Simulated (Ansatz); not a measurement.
# What Hf (model cell, started as body-centred cubic) distorts into

Which phase does Hf (model cell, started as body-centred cubic) fall into along its unstable mode, and how much energy does it gain?

Program: Ansatz 0.2.0. Level of theory: DFT PBE, scalar-relativistic, plane waves, PAW; PAW set soft_1. Results are calculated unless marked as measured.

This is not the structure that Hf takes at ambient pressure and room temperature (hexagonal, No. 194); it is a model or a phase of other conditions.

## Step 1: Set-up

The structure is cubic, space group Im-3m (No. 229). The conventional cell has a = 3.544 Å, b = 3.544 Å, c = 3.544 Å, α = 90.00°, β = 90.00°, γ = 90.00°. Nearest to Hf lie 8 Hf at 3.07 Å.

## Step 2: Response at finite wavevector

The cell comes from relaxations at this level that are not shown. Stability and thermal properties need the whole zone. Linear response on a 4×4×4 q mesh gives force constants as far as a supercell of that size would.

input.yaml reads:

```yaml
crystal:
  lattice:
    - [-1.772003176, 1.772003176, 1.772003176]
    - [1.772003176, -1.772003176, 1.772003176]
    - [1.772003176, 1.772003176, -1.772003176]
  atoms:
    - { symbol: Hf, position: [0.0, 0.0, 0.0] }
kpoints:
  mp_grid: { grid: [16, 16, 16] }
hamiltonian:
  xc: pbe
  pseudopotentials: { kind: paw, azcp: { folder: soft_1 } }
scf:
  occupations: { method: methfessel_paxton, width: 0.2 }
output:
  eigenvalues: true
phonons:
  method: dfpt
  qmesh: [4, 4, 4]
  temperatures: { t_max: 1000, t_step: 50 }
  qpath:
    path:
      - [[0.0, 0.0, 0.0], [0.5, -0.5, 0.5], [0.0, 0.0, 0.5], [0.0, 0.0, 0.0], [0.25, 0.25, 0.25], [0.5, -0.5, 0.5]]
      - [[0.25, 0.25, 0.25], [0.0, 0.0, 0.5]]
    npoints: 10
```

On the command line:

```console
$ ansatz run input.yaml --threads 4 --pin off --max-ram 16384MiB --backend cpu --events-out ev --progress --plain --runs-dir out
```

Numbers of over 12 decimals in the logs are rounded to 6 here.

What it wrote:

```text
Engine: ansatz 0.2.0, aarch64-unknown-linux-gnu
Pseudopotentials: kind: paw
Pseudopotential: Hf, paw, valence charge 26, recommended cutoff 420 eV (normal), soft_1/Hf.paw.azcp
Functional definition: PBE
  parameter kappa = 0.804
  parameter beta = 0.066725
  exchange = pbe_x(kappa = kappa, mu = beta*pi^2/3)
  correlation = pbe_c(beta = beta)
Crystal: 1 atoms, lattice volume = 22.256 Å³
Basis set: ecut = 420 eV, 429 PW (Γ), exchange–correlation on 48×48×48 points (8 copies of the dense FFT grid, shifted against one another)
Bands: 17, of which v1, the nominal top of the filled ones, is band 13 counted from 1 (12 counted from 0)
Symmetry: 48 space group operations
k-points: 145 of 4096
Non-local potential: Hf, projectors of the file, l = 0: 3, l = 1: 2, l = 2: 2, l = 3: 3
PAW form: soft (Blöchl's): semilocal exchange-correlation on the pseudo side does not see the compensation charge
PAW one-centre angular grid: Hf, 590 points (default); XC on 64 Gauss nodes
Initial density: superposition of atomic densities (chi_scale 0.1, normalization cell)
Initial wavefunctions: pseudopotential atomic-orbital guess
Functional: x = pbe(κ = 0.804, μ = 0.219515), c = pbe(β = 0.066725)
SCF iter   1: F=—  HF=-15722.121796 eV  |F-HF|=—  |Δ(HF+E_count)|=         —  Δρ=3.07e-2  dr2=2.75e-1  ethr=3.10e-3  ⟨swp⟩=4.9  Hψ=10772  notcnv=0
preconditioner: auto → Kerker (q_TF=auto, 2.800 Å⁻¹)  [metal: Δε(μ)=0.007 eV  Ē_g=17.861 eV  σ=0.200 eV  W_gap=0.03  n_scr=12 (ndim 8)  ℏωp=38.6 eV  f_vac=0.000  D(μ)=1.79/eV (n_scr^D=18)]
SCF iter   2: F=—  HF=-15722.064102 eV  |F-HF|=—  |Δ(HF+E_count)|=   5.77e-2  S|Δr|=    0.00e0  Δρ=1.90e-2  dr2=1.05e-1  ethr=1.06e-3  ⟨swp⟩=2.8  Hψ=4856  notcnv=0
SCF iter   3: F=—  HF=-15722.044781 eV  |F-HF|=—  |Δ(HF+E_count)|=   1.93e-2  S|Δr|=    0.00e0  Δρ=8.23e-3  dr2=1.92e-2  ethr=4.05e-4  ⟨swp⟩=2.0  Hψ=4018  notcnv=0  defer=11
SCF iter   4: F=—  HF=-15722.026767 eV  |F-HF|=—  |Δ(HF+E_count)|=   1.80e-2  S|Δr|=    0.00e0  Δρ=3.07e-3  dr2=9.82e-4  ethr=7.38e-5  ⟨swp⟩=2.0  Hψ=4370  notcnv=0  defer=11
SCF iter   5: F=—  HF=-15722.027508 eV  |F-HF|=—  |Δ(HF+E_count)|=   7.40e-4  S|Δr|=    0.00e0  Δρ=6.86e-4  dr2=1.20e-4  ethr=3.78e-6  ⟨swp⟩=2.1  Hψ=3454  notcnv=0  defer=10
SCF iter   6: F=—  HF=-15722.027596 eV  |F-HF|=—  |Δ(HF+E_count)|=   8.78e-5  S|Δr|=    0.00e0  Δρ=1.25e-4  dr2=1.91e-6  ethr=4.62e-7  ⟨swp⟩=2.3  Hψ=4382  notcnv=0  defer=10
SCF iter   7: F=—  HF=-15722.027596 eV  |F-HF|=—  |Δ(HF+E_count)|=   3.05e-8  S|Δr|=    0.00e0  Δρ=2.68e-5  dr2=9.65e-8  ethr=7.35e-9  ⟨swp⟩=2.2  Hψ=4424  notcnv=0  defer=10
SCF iter   8: F=—  HF=-15722.027596 eV  |F-HF|=—  |Δ(HF+E_count)|=   2.94e-8  S|Δr|=    0.00e0  Δρ=4.35e-6  dr2=2.82e-9  ethr=3.71e-10  ⟨swp⟩=2.5  Hψ=4461  notcnv=0  defer=10
SCF iter   9: F=—  HF=-15722.027596 eV  |F-HF|=—  |Δ(HF+E_count)|=  6.69e-10  S|Δr|=    0.00e0  Δρ=7.09e-7  dr2=6.02e-11  ethr=1.08e-11  ⟨swp⟩=2.4  Hψ=4319  notcnv=0  defer=10
SCF iter  10: F=-15722.027596 eV  HF=-15722.027596 eV  |F-HF|=9.09e-12  |Δ(HF+E_count)|=  2.36e-11  S|Δr|=    0.00e0  Δρ=5.80e-8  dr2=2.77e-13  ethr=1.00e-12  ⟨swp⟩=7.1  Hψ=13034  notcnv=0
SCF 1 converged in 10 iterations: F = -15722.027596 eV  dr2 = 2.77e-13
  greatest PAW one-centre occupation: 0.998 electrons in one spin orbital (limit 2), on the Hf atom at site 0 (counted from 0), in its partial waves of l = 0
NSCF: frozen V_eff on 145 k-points
NSCF: frozen V_eff on 349 k-points
DFPT response loops at q = (0, 0, 0) (fractional): preconditioner auto → Kerker (q_TF=auto, 2.800 Å⁻¹) (partly filled bands, converged f_vac=0.000); β = 1.00, the filter's whole step (`scf.mixing.beta` (0.50) is not read by the response loops under this deck's `scf.mixing.preconditioner`; to damp them name `kerker` or `kerker_dos`, under which they read `scf.mixing.beta`, and type it under 1.00, their step now; both keys bind the ground state too); Broyden in place of MSR1
NSCF: frozen V_eff on 4352 k-points
DFPT response loops at q = (0, 0, 0.25) (fractional): mixed as the last ones told, above
NSCF: frozen V_eff on 2196 k-points
DFPT response loops at q = (0, 0, -0.5) (fractional): mixed as the last ones told, above
NSCF: frozen V_eff on 8192 k-points
DFPT response loops at q = (0, 0.25, 0.25) (fractional): mixed as the last ones told, above
NSCF: frozen V_eff on 1178 k-points
DFPT response loops at q = (0.25, 0.25, 0.25) (fractional): mixed as the last ones told, above
NSCF: frozen V_eff on 2320 k-points
DFPT response loops at q = (0.25, 0.25, -0.25) (fractional): mixed as the last ones told, above
NSCF: frozen V_eff on 4352 k-points
DFPT response loops at q = (0.25, -0.5, -0.5) (fractional): mixed as the last ones told, above
NSCF: frozen V_eff on 698 k-points
DFPT response loops at q = (-0.5, -0.5, -0.5) (fractional): mixed as the last ones told, above
SCF converged after 10 iterations
Stability not checked: this state was not tested for a lower state beside it, because cold or Methfessel-Paxton smearing, or corrected tetrahedra, fill the levels in a way that the test cannot read (fill_not_monotonic; see scf.lower_state_search)
Free energy (F): -15722.027596 eV
Harris-Foulkes:  -15722.027596 eV  (|F-HF|=9.09e-12)
Internal energy: -15722.030980 eV  (E = F + TS)
E sigma→0 (E₀):  -15722.028442 eV
Entropy (-TS):   0.003385 eV (3.385 meV/atom)
Fermi energy:    17.917527 eV
--- Per-component energies (eV) ---
  E_band       = -5.582464
  E_kinetic    = 409.578573
  E_local      = -6296.581558  (includes V_loc(G=0)·N_el)
  E_nonlocal   = 57.510585
  E_hartree    = 3068.033552
  E_xc         = -266.654345
  E_vxc        = -254.930748  (∫ρ·V_xc dr)
  E_paw        = -7696.059734  (= ΣΔE_a)
  E_vpaw       = -57.226505  (= ΣTr[D̂ρ^β])
  E_aug_tail   = 0.000077  (compensation charges beyond the density's cutoff)
  E_ewald      = -4997.858131
  E_smearing   = 0.003385  (= −TS)
  E_closure    = 0.000000  (closes the sum)
  Σ components = -15722.027596   (vs F -15722.027596, Δ=0.00e0)
--- Band table (eV; the first three rows and the last of 145) ---
  k-point 0: bands = [... 9 lower, 6.5003, 6.5311, 10.8676, 19.4444, 19.4444, 19.4444, 22.2414, 22.2414]
  k-point 1: bands = [... 9 lower, 6.4996, 6.5284, 11.0132, 19.3419, 19.4066, 19.5891, 22.0739, 22.2405]
  k-point 2: bands = [... 9 lower, 6.4977, 6.5218, 11.4346, 19.0662, 19.2434, 20.0180, 21.7655, 22.2493]
  k-point 144: bands = [... 9 lower, 6.5090, 6.5090, 15.3207, 15.3207, 24.7311, 24.7311, 24.7311, 25.1820]
--- Phonons (Γ-DFPT): 1 representative perturbation + reference (Σ response iterations 3) ---
  ASR residual: 1.026e-5 → 0.000e0 eV/Å²; symmetrization residual: 5.515e-12 eV/Å²
  ASR residual per site (eV/Å²): 1.03e-5
  Γ frequencies (cm⁻¹): 0.00 0.00 0.00
--- Phonons (arbitrary-q DFPT): 8 irreducible q on the 4×4×4 mesh ---
  q = [0.0000, 0.0000, 0.0000] (star 1, of the zone-centre solve; hermiticity 1.43e-7, symmetrization 4.73e-7): -0.00 -0.00 -0.00
  q = [0.0000, 0.0000, 0.2500] (star 12, 2 solved perturbations in 3336 linear systems a pass and spin channel, the states on 2176 of 4096 k-point pairs; hermiticity 8.57e-13, symmetrization 1.66e-12): -49.54 56.44 90.28
  q = [0.0000, 0.0000, -0.5000] (star 6, 2 solved perturbations in 1719 linear systems a pass and spin channel, the states on 1098 of 4096 k-point pairs; hermiticity 3.25e-13, symmetrization 1.63e-12): -91.32 89.53 93.35
  q = [0.0000, 0.2500, 0.2500] (star 24, 2 solved perturbations in 6272 linear systems a pass and spin channel, the states on 4096 of 4096 k-point pairs; hermiticity 3.92e-7, symmetrization 1.26e-12): -55.65 47.20 106.29
  q = [0.2500, 0.2500, 0.2500] (star 2, 1 solved perturbation on 589 of 4096 k-point pairs; hermiticity 4.54e-12, symmetrization 4.38e-12): -53.87 -53.87 -53.87
  q = [0.2500, 0.2500, -0.2500] (star 6, 2 solved perturbations in 1808 linear systems a pass and spin channel, the states on 1160 of 4096 k-point pairs; hermiticity 2.98e-13, symmetrization 9.94e-13): 70.48 91.45 91.45
  q = [0.2500, -0.5000, -0.5000] (star 12, 2 solved perturbations in 3336 linear systems a pass and spin channel, the states on 2176 of 4096 k-point pairs; hermiticity 5.89e-13, symmetrization 9.23e-13): 93.91 113.49 115.49
  q = [-0.5000, -0.5000, -0.5000] (star 1, 1 solved perturbation on 349 of 4096 k-point pairs; hermiticity 1.14e-13, symmetrization 1.19e-12): 130.04 130.04 130.04
  sum rule: each row above includes the acoustic sum rule's correction from the zone centre's row sums; it moved no ω² by more than (0.13 cm⁻¹)²
  mesh force constants: q→R imaginary residual 0.00e0; ASR residual 1.026e-5 → 0.000e0 eV/Å²; symmetrization residual 1.998e-15 eV/Å²
  interpolated dispersion: 62 rows × 3 modes
  density of states and harmonic sums: on the 24×24×24 q-mesh, interpolated from the force constants of a 4×4×4 supercell (no non-analytic term)
  largest difference from the sums on the solved wave vectors: F 2.67e-2 eV, S 3.27e-5 and C_V 6.24e-6 eV/K
  zero-point energy: 0.011945 eV/cell   skipped modes (ω ≤ 0): 297, of them read as no rigid motion or as one in doubt: 294 (7.266e-1 modes/cell left out, lowest -91.50 cm⁻¹)   left out of the sums: 2.42e-1 of the cell's modes: C_V's classical limit lies that fraction below 3 k_B per atom; for a crystal, a wire or a layer, F and S can be off by more, and a phonons.interpolated_qmesh denser along its periods is the remedy for the sampling
```

Wall time 2.7 min (4 threads of Arm Neoverse V2, shared host); peak memory 4 GiB.

The column dr2 measures how far the density is from self-consistency, as an energy; F and HF (Harris–Foulkes) agree once it is small.

Numbers from this step:

- volume per atom: 22.26 Å³
- gap on the k-mesh: 0 eV
- sum-rule residual before enforcement: 1.03e-5 eV/Å²
- lowest frequency on the path: -91.56 cm⁻¹
- highest frequency on the path or at a solved wavevector: 130.0 cm⁻¹
- lowest mode on the q mesh (acoustic modes at Γ apart): -91.32 cm⁻¹

Frequencies (cm⁻¹) solved at each irreducible wavevector; negative means imaginary. Frequencies by wavevector, by row:

| q in reciprocal lattice units | star | mode 1 | mode 2 | mode 3 |
| --- | --- | --- | --- | --- |
| 0 0 0 | 1 | 0 | 0 | 0 |
| 0 0 0.25 | 12 | -49.5 | 56.4 | 90.3 |
| 0 0 -0.5 | 6 | -91.3 | 89.5 | 93.3 |
| 0 0.25 0.25 | 24 | -55.6 | 47.2 | 106.3 |
| 0.25 0.25 0.25 | 2 | -53.9 | -53.9 | -53.9 |
| 0.25 0.25 -0.25 | 6 | 70.5 | 91.5 | 91.5 |
| 0.25 -0.5 -0.5 | 12 | 93.9 | 113.5 | 115.5 |
| -0.5 -0.5 -0.5 | 1 | 130 | 130 | 130 |

Interpolated from a 4×4×4 q mesh. The phonon branches at the labelled points (cm⁻¹):

| point | branch 1 | branch 2 | branch 3 |
| --- | --- | --- | --- |
| Γ | 0 | 0 | 0 |
| halfway | 70 | 92 | 92 |
| H | 130 | 130 | 130 |
| halfway | 94 | 114 | 116 |
| N | -91 | 90 | 93 |
| halfway | -50 | 56 | 90 |
| Γ | 0 | 0 | 0 |
| halfway | -48 | -48 | 114 |
| P | -54 | -54 | -54 |
| halfway | 82 | 101 | 101 |
| H | 130 | 130 | 130 |
| jump to P | -54 | -54 | -54 |
| halfway | -90 | 59 | 78 |
| N | -91 | 90 | 93 |

The phonon branches as a text plot (rows in cm⁻¹):

```
    125 |         *******                               ***
    116 |        **     **                 **         **
    107 |       **      * *               *  *        *
     98 |                * ******                    *
     88 |     ***           ***  *       *          *         ***
     79 |                      ** *           *      *
     70 |    ***          *                        *         **
     61 |   **                   * *    *
     52 |   *                                               *
     42 |  *                      * *          *  * *        *
     33 |  *                       *   *
     24 | *                         **
     15 | *                          *
      5 |                              *
     -4 |*                           ** *
    -13 |                           *                       *
    -22 |                          *     *
    -32 |                                 *      *         *
    -41 |                         *
    -50 |                        *         *    *  *       *
    -59 |                                   *
    -69 |                  *                 ***  *        *
    -78 |                       *                *
    -87 |                   ****                            *****
         Γ           H       N        Γ         P        H|P    N
```

Symmetry leaves 8 wavevectors to solve. The lowest mode among them, the acoustic zeros apart, lies at q = (0, 0, -0.5) and is imaginary, 91.3i cm⁻¹, so the energy falls along it.

## Step 3: The mode frozen in, largest atomic shift 0 Å

The mode followed lies at q = (0, 0.25, 0.25) with frequency 55.7i cm⁻¹, one of the unstable modes though not the softest. At small amplitude the distorted cell has space group no. 11 by a symmetry search on the positions. The undistorted cell that holds it gives the zero of energy on the same k mesh.

System of this step: Hf (model cell, started as body-centred cubic). The structure is cubic, space group Im-3m (No. 229). Conventional cell: a = 3.544 Å, b = 3.544 Å, c = 3.544 Å, α = 90.00°, β = 90.00°, γ = 90.00°. Nearest to Hf lie 8 Hf at 3.07 Å.

input.yaml, the sections that differ from step 2:

```yaml
crystal:
  lattice:
    - [-1.772003176, 1.772003176, 1.772003176]
    - [0.0, -3.544006352, 3.544006352]
    - [5.316009528, 1.772003176, 1.772003176]
  atoms:
    - { symbol: Hf, position: [0.0, 0.0, 0.0] }
    - { symbol: Hf, position: [0.75, 0.5, 0.25] }
    - { symbol: Hf, position: [0.5, 0.0, 0.5] }
    - { symbol: Hf, position: [0.25, 0.5, 0.75] }
kpoints:
  mp_grid: { grid: [14, 8, 8] }
output:
  forces: true
  stress: true
  eigenvalues: true
# hamiltonian, scf: as in step 2
# phonons: removed
```

What it wrote:

```text
[...]
Crystal: 4 atoms, lattice volume = 89.025 Å³
Basis set: ecut = 420 eV, 1739 PW (Γ), exchange–correlation on 48×72×80 points (8 copies of the dense FFT grid, shifted against one another)
Bands: 63, of which v1, the nominal top of the filled ones, is band 52 counted from 1 (51 counted from 0)
Symmetry: 16 space group operations
[...]
k-points: 290 of 896
[...]
k-point 0: bands = [... 48 lower, 17.2313, 17.2313, 17.4113, 17.9022, 17.9022, 18.9987, 19.4438, 19.4439, ... 7 higher]
  k-point 1: bands = [... 48 lower, 17.1728, 17.4238, 17.4243, 17.7988, 17.9633, 18.8700, 19.3806, 19.3997, ... 7 higher]
  k-point 2: bands = [... 48 lower, 17.2500, 17.4402, 17.5575, 17.7385, 18.0868, 18.5471, 19.1935, 19.2526, ... 7 higher]
  k-point 289: bands = [... 48 lower, 16.7341, 16.7341, 17.4106, 17.4106, 18.9995, 18.9995, 19.6115, 19.6115, ... 7 higher]
[key lines of the parts left out:]
SCF converged after 8 iterations
Free energy (F): -62888.108871 eV
Fermi energy:    17.913152 eV
P = ⅓ Tr σ = 0.0686 GPa (0.686 kbar)
```

The job ended after 18 s (4 threads; peak memory 1.2 GiB; 72 s of CPU time).

Numbers from this step:

```
pressure                         : 0.06860 GPa
energy from the undistorted cell : 0 meV/atom
```

The run ends at a pressure of 0.07 GPa.

## Step 4: The mode frozen in, largest atomic shift 0.22 Å

The atoms are moved along the unstable eigenvector, the largest shift by 0.22 Å, with the cell fixed.

input.yaml, the sections that differ from step 3:

```yaml
crystal:
  lattice:
    - [-1.772003176, 1.772003176, 1.772003176]
    - [0.0, -3.544006352, 3.544006352]
    - [5.316009528, 1.772003176, 1.772003176]
  atoms:
    - { symbol: Hf, position: [0.0626311607, 0.0, -0.013381837] }
    - { symbol: Hf, position: [0.6873688393, 0.5, 0.263381837] }
    - { symbol: Hf, position: [0.4373688393, 0.0, 0.513381837] }
    - { symbol: Hf, position: [0.3126311607, 0.5, 0.736618163] }
# kpoints, hamiltonian, scf, output: as in step 3
```

What it wrote:

```text
[...]
Crystal: 4 atoms, lattice volume = 89.025 Å³
Basis set: ecut = 420 eV, 1739 PW (Γ), exchange–correlation on 48×72×80 points (8 copies of the dense FFT grid, shifted against one another)
Bands: 63, of which v1, the nominal top of the filled ones, is band 52 counted from 1 (51 counted from 0)
Symmetry: 4 space group operations
[...]
k-points: 290 of 896
[...]
k-point 0: bands = [... 48 lower, 17.2040, 17.2222, 17.6582, 17.7240, 18.0713, 19.0135, 19.1705, 19.7115, ... 7 higher]
  k-point 1: bands = [... 48 lower, 17.1623, 17.3974, 17.6064, 17.8255, 17.9981, 18.8840, 19.1035, 19.6400, ... 7 higher]
  k-point 2: bands = [... 48 lower, 17.2450, 17.5800, 17.6493, 17.7024, 18.0847, 18.5612, 18.9422, 19.4276, ... 7 higher]
  k-point 289: bands = [... 48 lower, 16.6048, 16.6048, 17.5066, 17.5066, 18.5562, 18.5562, 19.7113, 19.7113, ... 7 higher]
[key lines of the parts left out:]
SCF converged after 10 iterations
Free energy (F): -62888.226024 eV
Fermi energy:    17.967974 eV
P = ⅓ Tr σ = 1.0730 GPa (10.730 kbar)
```

Elapsed: 22 s, on 4 threads; peak memory 1.2 GiB; 87 s of CPU time.

This step gave:

```yaml
pressure: 1.073 GPa
energy_from_the_undistorted_cell: -29.25 meV/atom
```

The energy, extrapolated to zero smearing, is -29.25 meV/atom against the undistorted cell.

The run ends at a pressure of 1.07 GPa, with forces up to 0.47 eV/Å.

## Step 5: Energy along the mode, all amplitudes (two of the runs are shown above)

An imaginary frequency means negative curvature, so the energy should fall and then rise again as anharmonic terms take over.

This step gave:

- depth at the lowest point sampled: 29.25 meV/atom
- largest atomic shift at that point: 0.22 Å

Table of energy from the parent by largest atomic shift:

| largest atomic shift (Å) | energy from the parent (meV/atom) |
| --- | --- |
| 0.000 | 0 |
| 0.040 | -1.70 |
| 0.080 | -6.37 |
| 0.140 | -17.1 |
| 0.220 | -29.2 |
| 0.320 | -12.4 |
| 0.450 | 88.9 |

Displacement at unit largest shift by atom:

| atom | x (Å) | y (Å) | z (Å) | size |
| --- | --- | --- | --- | --- |
| Hf1 | -0.83 | 0.40 | 0.40 | 1.00 |
| Hf2 | 0.83 | -0.40 | -0.40 | 1.00 |
| Hf3 | 0.83 | -0.40 | -0.40 | 1.00 |
| Hf4 | -0.83 | 0.40 | 0.40 | 1.00 |

The lowest of the steps tried is at 0.22 Å, 29.2 meV/atom below the parent; the bottom of the well need not coincide with a step.

(Part 1 of 3 ends here.)

[Logs are printed without paths, hosts, clocks, repeated set-up lines and the standing remarks that a program may print on its own settings, such as how far it seeks lower states.]

[Hosts, paths, dates, database ids (printed as entryN), source tags and the programs' standing remarks are cut or masked in the printed files.]
